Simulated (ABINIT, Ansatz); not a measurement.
# CdBr2 (P6_3mc): G0W0 on several meshes in ABINIT, part 2 of 2

Aim: the GW shift of CdBr2 (P6_3mc) against the k mesh.

ABINIT 10.8.3; LDA and many-body steps on it, plane waves. Known limits of the many-body steps: not at the basis limit; no spin-orbit coupling; coarse k mesh.

So far. Step 4 (3×3×1): The gap on the mesh goes from 2.53 eV to 4.29 eV, a correction of +1.76 eV. Step 5 (Empty states on the mesh, 6×6×2 mesh, 215 bands): On this mesh the gap is 2.527 eV.

The database entry behind the starting cell has ideal inner coordinates that were not refined, so it need not match the best structure at ambient conditions.

### Step 6. Screening, 6×6×2 mesh, 197 bands, screening to 141.5 eV

This step: RPA screening on LDA, plane waves, norm-conserving pseudopotentials.

run.abi

```
acell 3*1.0 Angstrom
rprim 
  3.985000000011 -0.000000000003 0.000000000000
  -1.992500000003 3.451111234092 0.000000000000
  0.000000000000 0.000000000000 12.561000000000
ntypat 2
znucl 48 35
natom 6
typat 1 1 2 2 2 2
xred 
  0.333333333333 0.666666666667 0.375000000000
  0.666666666667 0.333333333333 0.875000000000
  0.333333333333 0.666666666667 0.000000000000
  0.666666666667 0.333333333333 0.500000000000
  0.000000000000 0.000000000000 0.250000000000
  0.000000000000 0.000000000000 0.750000000000
pp_dirpath "pseudos"
pseudos "Cd.upf, Br.upf"
ecut 47
ngkpt 6 6 2
nshiftk 1
shiftk 0 0 0
kptopt 1
chksymbreak 0
istwfk *1
occopt 1
irdwfk 1
optdriver 3
nband 197
ecuteps 5.2
inclvkb 2
awtr 1
symchi 1
indata_prefix "in"
outdata_prefix "out"
tmpdata_prefix "tmp"
```

Run with:

```console
OMP_NUM_THREADS=1 mpirun -n 4 abinit run.abi > log
```

Numbers of over 12 decimals in the logs are rounded to 6 here.

What it wrote:

```text
.Version 10.8.3 of ABINIT. v10.8.2 released Aug 2026.

 Symmetries : space group P6_3 m c (#186); Bravais hP (primitive hexag.)
[... echo of the input left out ...]
== DATASET  1 ==================================================================
-   mpi_nproc: 4, omp_nthreads: 1 (-1 if OMP is not activated)

--- !DatasetInfo
iteration_state: {dtset: 1, }
dimensions: {natom: 6, nkpt: 14, mband: 197, nsppol: 1, nspinor: 1, nspden: 1, mpw: 18043, }
cutoff_energies: {ecut:  47.0, pawecutdg:  -1.0, }
electrons: {nelect:   6.80000000E+01, charge:   0.00000000E+00, occopt:   1.00000000E+00, tsmear:   1.00000000E-02, }

 SCREENING: Calculation of the susceptibility and dielectric matrices

 Based on a program developped by R.W. Godby, V. Olevano, G. Onida, and L. Reining.
 Incorporated in ABINIT by V. Olevano, G.-M. Rignanese, and M. Torrent.
.Using double precision arithmetic ; gwpc =  8

[... cell and pseudopotentials left out ...]
--------------------------------------------------------------------------------

 ==== K-mesh for the wavefunctions ====
 Number of points in the irreducible wedge :    14
[... list of points left out ...]
 Together with 12 symmetry operations and time-reversal symmetry
 yields    72 points in the full Brillouin Zone.

 ==== Q-mesh for the screening function ====
 Number of points in the irreducible wedge :    14
[... list of points left out ...]
 Together with 12 symmetry operations and time-reversal symmetry
 yields    72 points in the full Brillouin Zone.

 setmesh: FFT mesh size selected  =    27x   27x  100
          total number of points  =        72900

 vcoul_init : cutoff-mode = AUXILIARY_FUNCTION
 q-points for optical limit:   1
     1)      0.000010    0.000020    0.000030

- screening: taking advantage of time-reversal symmetry
- Maximum band index for partially occupied states nbvw = 34
- Remaining bands to be divided among processors   nbcw = 163
- Number of bands treated by each node ~40

 Number of electrons calculated from density =   68.0000; Expected =   68.0000
 average of density, n =  0.058331
 r_s =    1.5996
 omega_plasma =   23.2973 [eV]

 calculating chi0 at frequencies [eV] :
  1    0.000000E+00    0.000000E+00
  2    0.000000E+00    2.329732E+01

--------------------------------------------------------------------------------
  q-point number  1        q = ( 0.000000, 0.000000, 0.000000) [r.l.u.]
--------------------------------------------------------------------------------
[... chi0 elements left out ...]
 For q-point:  0.000010 0.000020 0.000030
  dielectric constant =   4.3821
  dielectric constant without local fields =   5.0555

  Average fulfillment of the sum rule on Im[epsilon] for q-point    1 :     65.71  [%]
[... wings left out ...]
  q-point number  2        q = ( 0.166667, 0.000000, 0.000000) [r.l.u.]
--------------------------------------------------------------------------------
[... chi0 elements left out ...]
  Average fulfillment of the sum rule on Im[epsilon] for q-point    2 :     70.04  [%]

 [... 12 further q-points ...]
```

Run time: 25 min. Hardware: 4 MPI ranks of Intel Xeon Platinum 8559C (Emerald Rapids), shared host; peak memory 6.6 GiB.

This step gave:

```
ε∞ with local fields, on this mesh, along the program's q direction : 4.382
the same without local fields                                       : 5.056
plasma frequency                                                    : 23.30 eV
plane waves in the screening matrix                                 : 649
```

### Step 7. 6×6×2

This step: G0W0 on LDA, plane waves, norm-conserving pseudopotentials.

Edit run.abi of step 6 so:

```diff
@@ -27,8 +27,15 @@
 irdwfk 1
-optdriver 3
+optdriver 4
 nband 197
+gwcalctyp 0
+ecutsigx 47
+symsigma 1
+nkptgw 1
+kptgw 
+  0.0000000000 0.0000000000 0.0000000000
+bdgw 
+  33 36
 ecuteps 5.2
-inclvkb 2
-awtr 1
-symchi 1
+irdscr 1
+ppmodel 1
 indata_prefix "in"
```

What it wrote:

```text
.Version 10.8.3 of ABINIT. v10.8.2 released Aug 2026.

 Symmetries : space group P6_3 m c (#186); Bravais hP (primitive hexag.)
[... echo of the input left out ...]
== DATASET  1 ==================================================================
-   mpi_nproc: 4, omp_nthreads: 1 (-1 if OMP is not activated)

--- !DatasetInfo
iteration_state: {dtset: 1, }
dimensions: {natom: 6, nkpt: 14, mband: 197, nsppol: 1, nspinor: 1, nspden: 1, mpw: 18043, }
cutoff_energies: {ecut:  47.0, pawecutdg:  -1.0, }
electrons: {nelect:   6.80000000E+01, charge:   0.00000000E+00, occopt:   1.00000000E+00, tsmear:   1.00000000E-02, }

 SIGMA: Calculation of the GW corrections

 Based on a program developped by R.W. Godby, V. Olevano, G. Onida, and L. Reining.
 Incorporated in ABINIT by V. Olevano, G.-M. Rignanese, and M. Torrent.
.Using double precision arithmetic ; gwpc =  8

[... cell and pseudopotentials left out ...]
--------------------------------------------------------------------------------

 ==== K-mesh for the wavefunctions ====
 Number of points in the irreducible wedge :    14
[... list of points left out ...]
 Together with 12 symmetry operations and time-reversal symmetry
 yields    72 points in the full Brillouin Zone.

 ==== Q-mesh for screening function ====
 Number of points in the irreducible wedge :    14
[... list of points left out ...]
 Together with 12 symmetry operations and time-reversal symmetry
 yields    72 points in the full Brillouin Zone.

 vcoul_init : cutoff-mode = AUXILIARY_FUNCTION
 q-points for optical limit:   1
     1)      0.000010    0.000020    0.000030
 setmesh: FFT mesh size selected  =    45x   45x  150
          total number of points  =       303750

 Number of electrons calculated from density =   68.0000; Expected =   68.0000
[...]
number of k-points in IBZ                          14
 number of q-points in IBZ                          14
 number of symmetry operations                      12
 number of k-points in BZ                           72
 number of q-points in BZ                           72
 number of frequencies for dSigma/dE                 9
 frequency step for dSigma/dE [eV]                0.25
 number of omega for Sigma on real axis              0
 max omega for Sigma on real axis  [eV]           0.00
 zcut for avoiding poles [eV]                     0.10

 EPSILON^-1 parameters (SCR file):
 dimension of the eps^-1 matrix on file            649
 dimension of the eps^-1 matrix used               649
 number of plane-waves for wavefunctions         18043
 number of bands                                   197
 number of q-points in IBZ                          14
 number of frequencies                               2
 number of real frequencies                          1
 number of imag frequencies                          1

 matrix elements of self-energy operator (all in [eV])

 Perturbative Calculation

--- !SelfEnergy_ee
iteration_state: {dtset: 1, }
kpoint     : [   0.000,    0.000,    0.000, ]
spin       : 1
KS_gap     :    2.527
QP_gap     :    4.308
Delta_QP_KS:    1.781
data: !SigmaeeData |
     Band     E0 <VxcDFT>   SigX SigC(E0)      Z dSigC/dE  Sig(E)    E-E0       E
       33   1.953 -14.375 -17.869   2.521   0.798  -0.253 -15.151  -0.776   1.177
       34   1.953 -14.375 -17.869   2.521   0.798  -0.253 -15.151  -0.776   1.177
       35   4.480 -11.199  -7.125  -2.863   0.830  -0.205 -10.194   1.005   5.485
       36   5.830 -12.776  -8.433  -2.956   0.819  -0.221 -11.640   1.136   6.966

== END DATASET(S) ==============================================================
================================================================================

 -outvars: echo values of variables after computation  --------
           etotal      0.0000000000E+00
            nband         197
             nkpt          14
          spgroup         186
 [... the other variables as echoed above ...]

 Calculation completed.
```

The job ended after 56 s (4 MPI ranks; peak memory 5.8 GiB; 3.7 min of CPU time).

This step gave:

| Property | Result |
| --- | --- |
| G0W0 gap on the points computed | 4.308 eV |
| starting gap on the mesh | 2.527 eV |
| k of the valence top | 0, 0, 0 |
| k of the conduction bottom | 0, 0, 0 |
| Z at the valence top | 0.798 |
| Z at the conduction bottom | 0.83 |
| least direct G0W0 gap on the computed points | 4.308 eV |

Against G0W0 in ABINIT (3×3×1 mesh, 197 bands, screening to 141.5 eV, Godby-Needs plasmon pole), the gap moves by +0.022 eV.

### Step 8. Side by side

Times are wall times on 4 MPI ranks of Intel Xeon Platinum 8559C (Emerald Rapids), shared host, good to a factor of about two. A run's time includes the screening step that it read.

```csv
run,mesh,bands,screening cutoff (eV),DFT gap (eV),gap on the mesh (eV),direct (eV),ε∞ used,time
3×3×1,3×3×1,197,141.5,2.527,4.286,4.286,5.37,2.5 min
6×6×2,6×6×2,197,141.5,2.527,4.308,4.308,4.38,26 min
```

### Step 9. Summary of results

- 3×3×1: 4.286 eV
- 6×6×2: 4.308 eV
- known limits: not at the basis limit; no spin-orbit coupling; coarse k mesh

What this shows: 6×6×2: +0.022 eV against 3×3×1. Bands and cutoff are finite, so the gap is not at the basis limit. The miss can reach some tenths of an eV and take either sign; the mesh is an error of its own. In the first G0W0 run levels were corrected at 1 k point alone, so a gap called «on the mesh» is the least over those, and an edge elsewhere would be missed. The 3×3×1 mesh is coarse for this cell, which bears on the long-range parts of exchange and screening. The many-body steps are scalar-relativistic: spin-orbit coupling is not in them.

[Paths, hosts, dates, memory and timing lines, banners, echoed tables and standing remarks are left out of the program output.]

[Logs are printed without paths, hosts, clocks, repeated set-up lines and the standing remarks that a program may print on its own settings, such as how far it seeks lower states.]

[Runs of the session that timed out or met a known fault of the program may be left out.]

[No measured gap is set beside runs whose start may be inverted or whose files or cutoffs have a known fault.]

[Hosts, paths, dates, database ids (printed as entryN), source tags and the programs' standing remarks are cut or masked in the printed files.]

[G0W0 gaps are taken among the corrected bands and points alone; a level outside them can change the order at an edge.]

[Where Ansatz stands beside ABINIT at settings called matched, ABINIT's density can come from a denser mesh and the files from another edition; pairs whose starting gaps differed by over 0.03 eV were left out, so agreement reads better than it is.]
